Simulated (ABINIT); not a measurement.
# How slowly RPA converges: KNaMg2F6 (Fm-3m), part 2 of 2

Aim: the RPA correlation energy of KNaMg2F6 (Fm-3m) as bands and response cutoff rise.

ABINIT 10.8.3; LDA and many-body steps on it, plane waves.

So far. Step 2 (Empty states on the mesh, 2×2×2 mesh, 466 bands): On this mesh the gap is 6.001 eV. Step 3 (RPA energy: 2×2×2 mesh, 103 bands, screening to 43.5 eV): Local fields lower ε∞ by 4 %. On a Γ-centred mesh this coarse the value itself is usually too large, while a short band sum pulls it down.

## 5. RPA energy: 2×2×2 mesh, 289 bands, screening to 108.8 eV

Level of this step: RPA screening on LDA, plane waves, norm-conserving pseudopotentials (ABINIT).

run.abi

```
acell 3*1.0 Angstrom
rprim 
  -0.000000000000 4.007551000000 4.007551000000
  4.007551000000 -0.000000000000 4.007551000000
  4.007551000000 4.007551000000 -0.000000000000
ntypat 4
znucl 19 11 12 9
natom 10
typat 1 2 3 3 4 4 4 4 4 4
xred 
  0.000000000000 0.000000000000 0.000000000000
  0.500000000000 0.500000000000 0.500000000000
  0.250000000000 0.250000000000 0.250000000000
  0.750000000000 0.750000000000 0.750000000000
  0.500000000000 0.500000000000 0.000000000000
  0.000000000000 0.000000000000 0.500000000000
  0.500000000000 0.000000000000 0.500000000000
  0.000000000000 0.500000000000 0.000000000000
  0.000000000000 0.500000000000 0.500000000000
  0.500000000000 0.000000000000 0.000000000000
pp_dirpath "pseudos"
pseudos "K.upf, Na.upf, Mg.upf, F.upf"
ecut 38
ngkpt 2 2 2
nshiftk 1
shiftk 0 0 0
kptopt 1
chksymbreak 0
istwfk *1
occopt 1
irdwfk 1
optdriver 3
nband 289
ecuteps 4
inclvkb 2
awtr 1
symchi 1
gwcalctyp 1
nfreqre 0
nfreqim 8
gwrpacorr 1
indata_prefix "in"
outdata_prefix "out"
tmpdata_prefix "tmp"
```

On the command line:

```sh
$ OMP_NUM_THREADS=1 mpirun -n 4 abinit run.abi > log
```

Numbers of over 12 decimals in the logs are rounded to 6 here.

The program printed:

```text
.Version 10.8.3 of ABINIT. v10.8.2 released Aug 2026.

 Symmetries : space group Fm -3 m (#225); Bravais cF (face-center cubic)
[... echo of the input left out ...]
== DATASET  1 ==================================================================
-   mpi_nproc: 4, omp_nthreads: 1 (-1 if OMP is not activated)

--- !DatasetInfo
iteration_state: {dtset: 1, }
dimensions: {natom: 10, nkpt: 3, mband: 289, nsppol: 1, nspinor: 1, nspden: 1, mpw: 9756, }
cutoff_energies: {ecut:  38.0, pawecutdg:  -1.0, }
[...]
[... chi0 elements left out ...]
  [... further frequencies ...]

 For q-point:  0.000010 0.000020 0.000030
  dielectric constant =   1.9968
  dielectric constant without local fields =   2.1251

  Average fulfillment of the sum rule on Im[epsilon] for q-point    1 :     58.79  [%]
[... wings left out ...]
  q-point number  2        q = ( 0.500000, 0.000000, 0.000000) [r.l.u.]
--------------------------------------------------------------------------------
[... chi0 elements left out ...]
  [... further frequencies ...]

  Average fulfillment of the sum rule on Im[epsilon] for q-point    2 :     62.33  [%]

 [... 1 further q-points ...]
```

Elapsed: 3.7 min, on 4 MPI ranks of Arm Neoverse N1, shared host; peak memory 2.3 GiB; 15 min of CPU time.

This step gave:

| Property | Result |
| --- | --- |
| ε∞ with local fields, on this mesh, along the program's q direction | 1.997 |
| the same without local fields | 2.125 |
| plasma frequency | 29.27 eV |
| plane waves in the screening matrix | 331 |
| RPA correlation energy | -41.53 eV |

## 6. RPA energy: 2×2×2 mesh, 424 bands, screening to 144.2 eV

run.abi, as its differences from that of step 5:

```diff
@@ -32,4 +32,4 @@
 optdriver 3
-nband 289
-ecuteps 4
+nband 424
+ecuteps 5.3
 inclvkb 2
```

The program printed:

```text
.Version 10.8.3 of ABINIT. v10.8.2 released Aug 2026.

 Symmetries : space group Fm -3 m (#225); Bravais cF (face-center cubic)
[... echo of the input left out ...]
== DATASET  1 ==================================================================
-   mpi_nproc: 4, omp_nthreads: 1 (-1 if OMP is not activated)

--- !DatasetInfo
iteration_state: {dtset: 1, }
dimensions: {natom: 10, nkpt: 3, mband: 424, nsppol: 1, nspinor: 1, nspden: 1, mpw: 9756, }
cutoff_energies: {ecut:  38.0, pawecutdg:  -1.0, }
[...]
[... chi0 elements left out ...]
  [... further frequencies ...]

 For q-point:  0.000010 0.000020 0.000030
  dielectric constant =   1.9978
  dielectric constant without local fields =   2.1307

  Average fulfillment of the sum rule on Im[epsilon] for q-point    1 :     68.89  [%]
[... wings left out ...]
  q-point number  2        q = ( 0.500000, 0.000000, 0.000000) [r.l.u.]
--------------------------------------------------------------------------------
[... chi0 elements left out ...]
  [... further frequencies ...]

  Average fulfillment of the sum rule on Im[epsilon] for q-point    2 :     71.90  [%]

 [... 1 further q-points ...]
```

Run time: 8.9 min. Hardware: 4 MPI ranks; peak memory 3.5 GiB; 35 min of CPU time.

This step gave:

```yaml
eps_infinity_with_local_fields_on_this_mesh_along_the_program_s_q_direction: 1.998
the_same_without_local_fields: 2.131
plasma_frequency: 29.27 eV
plane_waves_in_the_screening_matrix: 531
rpa_correlation_energy: -54.2278 eV
```

## 7. RPA energy: 2×2×2 mesh, 175 bands, screening to 136.1 eV, 14 frequencies

run.abi, as its differences from that of step 6:

```diff
@@ -32,4 +32,4 @@
 optdriver 3
-nband 424
-ecuteps 5.3
+nband 175
+ecuteps 5
 inclvkb 2
@@ -39,3 +39,3 @@
 nfreqre 0
-nfreqim 8
+nfreqim 14
 gwrpacorr 1
```

The program printed:

```text
.Version 10.8.3 of ABINIT. v10.8.2 released Aug 2026.

 Symmetries : space group Fm -3 m (#225); Bravais cF (face-center cubic)
[... echo of the input left out ...]
== DATASET  1 ==================================================================
-   mpi_nproc: 4, omp_nthreads: 1 (-1 if OMP is not activated)

--- !DatasetInfo
iteration_state: {dtset: 1, }
dimensions: {natom: 10, nkpt: 3, mband: 175, nsppol: 1, nspinor: 1, nspden: 1, mpw: 9756, }
cutoff_energies: {ecut:  38.0, pawecutdg:  -1.0, }
[...]
[... chi0 elements left out ...]
  [... further frequencies ...]

 For q-point:  0.000010 0.000020 0.000030
  dielectric constant =   1.9844
  dielectric constant without local fields =   2.1066

  Average fulfillment of the sum rule on Im[epsilon] for q-point    1 :     41.51  [%]
[... wings left out ...]
  q-point number  2        q = ( 0.500000, 0.000000, 0.000000) [r.l.u.]
--------------------------------------------------------------------------------
[... chi0 elements left out ...]
  [... further frequencies ...]

  Average fulfillment of the sum rule on Im[epsilon] for q-point    2 :     45.94  [%]

 [... 1 further q-points ...]
```

Run time: 3.6 min. Hardware: 4 MPI ranks; peak memory 2.4 GiB.

This step gave:

```
ε∞ with local fields, on this mesh, along the program's q direction : 1.984
the same without local fields                                       : 2.107
plasma frequency                                                    : 29.27 eV
plane waves in the screening matrix                                 : 459
RPA correlation energy                                              : -34.59 eV
```

## 8. The rungs together

Times are wall times on 4 MPI ranks of Arm Neoverse N1, shared host, good to a factor of about two.

```
bands  cutoff (eV)  plane waves  frequencies  E_c (eV/atom)     time
  103         43.5           65            8         -1.059     44 s
  175         70.7          169            8         -2.546  1.7 min
  289        108.8          331            8         -4.153  3.7 min
  424        144.2          531            8         -5.423  8.9 min
  175        136.1          459           14         -3.459  3.6 min
```

## 9. Results

```
2×2×2 mesh, 103 bands, screening to 43.5 eV  : -1.059 eV/atom
2×2×2 mesh, 175 bands, screening to 70.7 eV  : -2.546 eV/atom
2×2×2 mesh, 289 bands, screening to 108.8 eV : -4.153 eV/atom
2×2×2 mesh, 424 bands, screening to 144.2 eV : -5.423 eV/atom
limit by the two highest rungs               : -7.84 eV/atom
```

What this shows: Rows off the diagonal of bands and cutoff are checks and stay out of the ladder. The energy is still falling: −1.270 eV/atom over the last rung. A line in cutoff^(−3/2) puts the limit near -7.84 eV/atom, 45 % beyond the top rung; the pair below gives -5.92, so the estimate is rough. The value holds the valence electrons of these pseudopotentials alone, on one mesh; differences between structures converge far faster than the total.

[Paths, hosts, dates, memory and timing lines, banners, echoed tables and standing remarks are left out of the program output.]

[Logs are printed without paths, hosts, clocks, repeated set-up lines and the standing remarks that a program may print on its own settings, such as how far it seeks lower states.]

[Runs of the session that timed out or met a known fault of the program may be left out.]

[Hosts, paths, dates, database ids (printed as entryN), source tags and the programs' standing remarks are cut or masked in the printed files.]

[G0W0 gaps are taken among the corrected bands and points alone; a level outside them can change the order at an edge.]

[Where Ansatz stands beside ABINIT at settings called matched, ABINIT's density can come from a denser mesh and the files from another edition; pairs whose starting gaps differed by over 0.03 eV were left out, so agreement reads better than it is.]
